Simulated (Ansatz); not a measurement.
**SrTiO3 (I4/mcm): the dielectric response by several routes**

Wanted: ε∞ of SrTiO3 (I4/mcm) from perturbation theory, a sum over states and the RPA step of G0W0, with cost.

Main program and level: Ansatz 0.2.0; linear response on PBE, plane waves, PAW.

Most raw output is cut from this account.

## 1. Starting point

The structure is tetragonal, space group I4/mcm (No. 140). The conventional cell has a = 5.511 Å, b = 5.511 Å, c = 7.796 Å, α = 90.00°, β = 90.00°, γ = 90.00°. Sr has 12 O at 2.73 to 2.78 Å nearest. Ti has 6 O at 1.95 Å nearest. Nearest to O lie 2 Ti at 1.95 Å and 4 Sr at 2.76 Å. O has 2 Ti at 1.95 Å and 4 Sr at 2.73 to 2.78 Å nearest. Farther neighbours and most contacts between anions are not listed.

The cell and positions come from the Crystallography Open Database and are kept as given unless a step says otherwise. The default PAW set here is soft_2. Its files were made with PBE.

## 2. Response to a homogeneous field

ε∞ sets how strongly the crystal screens. Perturbation theory gives it with local fields and without a sum over empty bands.

This step: dielectric response by perturbation theory, PBE, plane waves, PAW.

The input, input.yaml:

```yaml
crystal:
  lattice:
    - [-2.7555, 2.7555, 3.898]
    - [2.7555, -2.7555, 3.898]
    - [2.7555, 2.7555, -3.898]
  atoms:
    - { symbol: Sr, position: [0.75, 0.25, 0.5] }
    - { symbol: Sr, position: [0.25, 0.75, 0.5] }
    - { symbol: Ti, position: [0.0, 0.0, 0.0] }
    - { symbol: Ti, position: [0.5, 0.5, 0.0] }
    - { symbol: O, position: [0.25, 0.25, 0.0] }
    - { symbol: O, position: [0.75, 0.75, 0.0] }
    - { symbol: O, position: [0.7451, 0.2451, 0.9902] }
    - { symbol: O, position: [0.2451, 0.2549, 0.5] }
    - { symbol: O, position: [0.2549, 0.7549, 0.0098] }
    - { symbol: O, position: [0.7549, 0.7451, 0.5] }
kpoints:
  mp_grid: { grid: [6, 6, 6] }
hamiltonian:
  xc: pbe
scf:
  occupations: { method: fixed }
dielectric: {}
```

Started as:

```console
$ ansatz run input.yaml --threads 3 --pin off --max-ram 92160MiB --backend cuda --events-out ev --progress --plain --runs-dir out --devices 1 --max-vram 13GiB  # rebuilt from the run's record
```

The job ended after 45 s (1 × NVIDIA H100 80GB HBM3 (shared by 6 runs) with 3 threads of AMD EPYC 7R13 (Zen 3), shared host; peak memory 2.4 GiB; 1.7 min of CPU time).

This step gave:

```
stated error of ε∞ : 0.029
```

One over ε∞ averages 0.16, under the quarter of exact exchange in PBE0, which by this rule of thumb may open the gap too far.

High-frequency dielectric tensor:

```
6.23 0.00 0.00
0.00 6.23 0.00
0.00 0.00 6.23
```

Born effective charge (e), principal values of the symmetric part by kind of site:

```csv
atom,atoms with these values,low,middle,high,mean
Sr1,2,2.56,2.56,2.56,2.56
Ti3,2,7.30,7.31,7.31,7.31
O5,6,-5.80,-2.03,-2.03,-3.29
```

In full for O5:

```
-2.03  0.00  0.00
 0.00 -2.03  0.00
 0.00  0.00 -5.80
```

## 3. Independent-particle spectrum

The independent-particle spectrum shows where the oscillator strength lies, before excitons and local fields.

This step: independent-particle optics on PBE, plane waves, PAW.

input.yaml, as its differences from that of step 2:

```diff
@@ -22,2 +22,4 @@
   occupations: { method: fixed }
-dielectric: {}
+  n_extra_bands: 81
+output:
+  optics: { e_range: [0, 25], de: 0.1, sigma: 0.2 }
```

It took 34 s on 1 × NVIDIA H100 80GB HBM3 (shared by 6 runs) with 3 threads; peak memory 2.3 GiB.

Numbers from this step:

```yaml
eps_infinity_without_local_fields_xx_yy_zz: 6.338, 6.338, 6.339
electrons_in_the_f_sum_xx_yy_zz: 55.03, 55.03, 55.04
bands_in_the_explicit_sum_the_static_value_is_completed_to_all_bands: 121
```

The sum gives ε∞ = 6.34 without local fields.

Independent particles, no local fields, Gaussian width 0.2 eV. The ε₂ by photon energy; read off at these points:

```csv
photon energy (eV),xx=yy,zz
1.50,0,0
2.00,0.0193,0.0214
2.50,1.34,1.34
3.00,3.41,3.41
3.50,4.92,4.93
4.00,6.51,6.51
4.40,9.05,9.06
4.50,8.79,8.81
5.00,5.49,5.47
5.50,4.26,4.26
6.00,2.94,2.95
6.50,2.84,2.85
7.00,3.56,3.54
7.50,5.19,5.21
8.00,4.79,4.80
8.50,5.03,5.01
9.00,3.77,3.76
9.50,3.83,3.83
10.00,3.26,3.26
10.50,2.28,2.28
11.00,2.96,2.96
11.30,3.45,3.45
11.50,2.92,2.93
12.00,2.10,2.10
12.50,1.03,1.04
13.00,0.813,0.819
13.50,0.606,0.611
14.00,0.660,0.661
14.50,1.12,1.12
15.00,0.572,0.575
15.50,0.858,0.858
16.00,0.847,0.847
16.50,1.01,1.01
17.00,0.974,0.972
17.50,1.10,1.10
18.00,1.49,1.49
18.50,1.56,1.57
19.00,1.51,1.51
19.50,1.96,1.96
20.00,1.76,1.75
20.50,1.87,1.85
21.00,1.55,1.54
21.50,1.91,1.90
22.00,2.79,2.77
22.50,3.64,3.66
23.00,3.66,3.67
23.50,4.10,4.12
24.00,2.59,2.60
24.50,1.41,1.41
25.00,0.764,0.766
```

The loss function has structure finer than the step of the table below, so its rows give means over 0.5 eV, whole bins alone (the curve runs from 0 to 25 eV). Peaks (eV: height): xx=yy 12.90: 1.21, 14.80: 0.664; zz 12.90: 1.21, 14.80: 0.664.

Independent particles, no local fields, Gaussian width 0.2 eV. Loss function against photon energy; means over each step:

```csv
photon energy (eV),xx=yy,zz
1.5,0,0
2.0,0.00117,0.00120
2.5,0.0159,0.0159
3.0,0.0377,0.0377
3.5,0.0529,0.0530
4.0,0.0661,0.0661
4.5,0.103,0.103
5.0,0.159,0.159
5.5,0.212,0.212
6.0,0.220,0.219
6.5,0.163,0.163
7.0,0.133,0.133
7.5,0.145,0.145
8.0,0.173,0.174
8.5,0.195,0.196
9.0,0.259,0.260
9.5,0.255,0.255
10.0,0.308,0.308
10.5,0.410,0.410
11.0,0.318,0.318
11.5,0.335,0.335
12.0,0.443,0.442
12.5,0.822,0.819
13.0,1.17,1.17
13.5,0.984,0.987
14.0,0.450,0.453
14.5,0.527,0.529
15.0,0.448,0.449
15.5,0.335,0.337
16.0,0.307,0.308
16.5,0.302,0.303
17.0,0.278,0.279
17.5,0.243,0.243
18.0,0.256,0.256
18.5,0.300,0.300
19.0,0.291,0.292
19.5,0.281,0.282
20.0,0.343,0.346
20.5,0.348,0.348
21.0,0.312,0.311
21.5,0.245,0.244
22.0,0.218,0.217
22.5,0.239,0.238
23.0,0.261,0.261
23.5,0.241,0.240
24.0,0.252,0.251
24.5,0.311,0.309
```

Independent particles, no local fields, Gaussian width 0.2 eV. ε₁ against photon energy:

```csv
photon energy (eV),xx=yy,zz
0,6.29,6.29
1,6.53,6.53
2,7.71,7.72
3,8.81,8.81
4,7.55,7.54
5,2.12,2.18
6,2.14,2.15
7,3.79,3.78
8,2.12,2.11
9,0.344,0.353
10,-0.363,-0.363
11,0.894,0.899
12,-0.680,-0.681
13,0.172,0.174
14,1.09,1.08
15,1.06,1.06
16,1.45,1.45
17,1.6,1.60
18,1.91,1.91
19,1.68,1.68
20,1.37,1.36
21,1.62,1.63
22,2.29,2.31
23,0.509,0.510
24,-1.90,-1.91
25,-0.961,-0.953
```

## 4. RPA screening from the G0W0 run

Now the one-shot GW correction: screening in the RPA, then the self-energy of the levels asked for.

This step: G0W0 on PBE, plane waves, PAW.

input.yaml, as its differences from that of step 3:

```diff
@@ -17,3 +17,3 @@
 kpoints:
-  mp_grid: { grid: [6, 6, 6] }
+  mp_grid: { grid: [4, 4, 4] }
 hamiltonian:
@@ -22,4 +22,7 @@
   occupations: { method: fixed }
-  n_extra_bands: 81
-output:
-  optics: { e_range: [0, 25], de: 0.1, sigma: 0.2 }
+gw:
+  n_empty_bands: 544
+  ecut_chi: 160.0
+  qp_bands: [v3, c3]
+  qp_kpoints: band_edges
+  screening: { model: contour_deformation }
```

Elapsed: 36 s, on 1 × NVIDIA H100 80GB HBM3 (shared by 6 runs) with 3 threads; peak memory 2.2 GiB.

Numbers from this step:

```yaml
bands_summed: 584
rpa_eps_infinity_on_this_mesh_eigenvalues: 6.136, 6.136, 6.137
plane_waves_in_the_screening_matrix: 537
g0w0_gap_on_the_mesh: 3.465 eV
k_of_the_valence_top: 0, 0, 0
k_of_the_conduction_bottom: 0, 0, 0
starting_gap_on_the_mesh: 1.901 eV
least_direct_g0w0_gap_on_the_computed_points: 3.465 eV
```

The gap on the mesh goes from 1.90 eV to 3.47 eV, a correction of +1.56 eV. Between the two edge states, bare exchange in place of the xc potential would open the gap by 12.69 eV, and correlation takes back 11.13 eV.

Mean over the mesh in bins of 0.25 1/Å. Table of static inverse dielectric function, diagonal by length of q+G:

length of q+G (Å⁻¹), static inverse dielectric function, diagonal and a bar from the least value:
```
     0.35      0.197 
     0.51      0.230 #
     0.70      0.271 ###
     0.96      0.335 #####
     1.24      0.409 ########
     1.50      0.475 ###########
     1.76      0.538 #############
     2.02      0.594 ###############
     2.26      0.642 #################
     2.49      0.684 ###################
     2.75      0.727 #####################
     3.00      0.762 ######################
     3.25      0.793 #######################
     3.51      0.819 ########################
     3.75      0.839 #########################
     4.00      0.858 ##########################
     4.25      0.875 ##########################
     4.51      0.891 ###########################
     4.75      0.904 ############################
     5.00      0.917 ############################
     5.24      0.928 ############################
     5.50      0.939 #############################
     5.75      0.948 #############################
     6.01      0.956 ##############################
     6.26      0.963 ##############################
     6.43      0.967 ##############################
```

## 5. The values together

Times are wall times on 1 × NVIDIA H100 80GB HBM3 (shared by 6 runs) with 3 threads of AMD EPYC 7R13 (Zen 3), shared host, good to a factor of about two.

```csv
method,mesh,"ε∞, low",middle,high,mean,time
perturbation theory (local fields and xc kernel),6×6×6 (response on 216 points),6.23,6.23,6.23,6.23,45 s
sum over states (no local fields),6×6×6,6.34,6.34,6.34,6.34,34 s
"RPA with local fields, on the GW mesh",4×4×4,6.14,6.14,6.14,6.14,36 s
```

## 6. Summary of results

```json
{"perturbation theory (local fields and xc kernel)": "6.23, 6.23, 6.23", "sum over states (no local fields)": "6.34, 6.34, 6.34", "RPA with local fields, on the GW mesh": "6.14, 6.14, 6.14"}
```

**Reading.** Mean Born effective charge: Sr1 2.56, Ti3 7.31, O5 -3.29 e. Distinct peaks of the ε₂ (xx=yy) stand at 4.4, 7.5, 11.3 and 23.5 eV; the one at 4.4 eV is strongest. The most distinct maxima of the loss function (xx=yy) lie at 12.9 and 14.8 eV, the highest at 12.9 eV. The sum without local fields gives 6.34 in the mean against 6.23 by perturbation theory; local fields lower ε∞ and the xc kernel gives part of it back, though the sum also carries the error of its own mesh. The RPA values on the 4×4×4 mesh average 0.99 times those of perturbation theory (means 6.14 and 6.23). Without the xc kernel RPA should lie a little lower, and the mean does, by little. PBE usually puts the gap too low, which tends to raise ε∞. Ions are clamped, so the lattice part of the static constant is not in these numbers.

[Paths, hosts, dates, memory and timing lines, banners, echoed tables and standing remarks are left out of the program output.]

[Logs are printed without paths, hosts, clocks, repeated set-up lines and the standing remarks that a program may print on its own settings, such as how far it seeks lower states.]

[Runs of the session that timed out or met a known fault of the program may be left out.]

[Cells called generated may have been cut or substituted from an entry of the Crystallography Open Database or the Materials Project.]

[Hosts, paths, dates, database ids (printed as entryN), source tags and the programs' standing remarks are cut or masked in the printed files.]
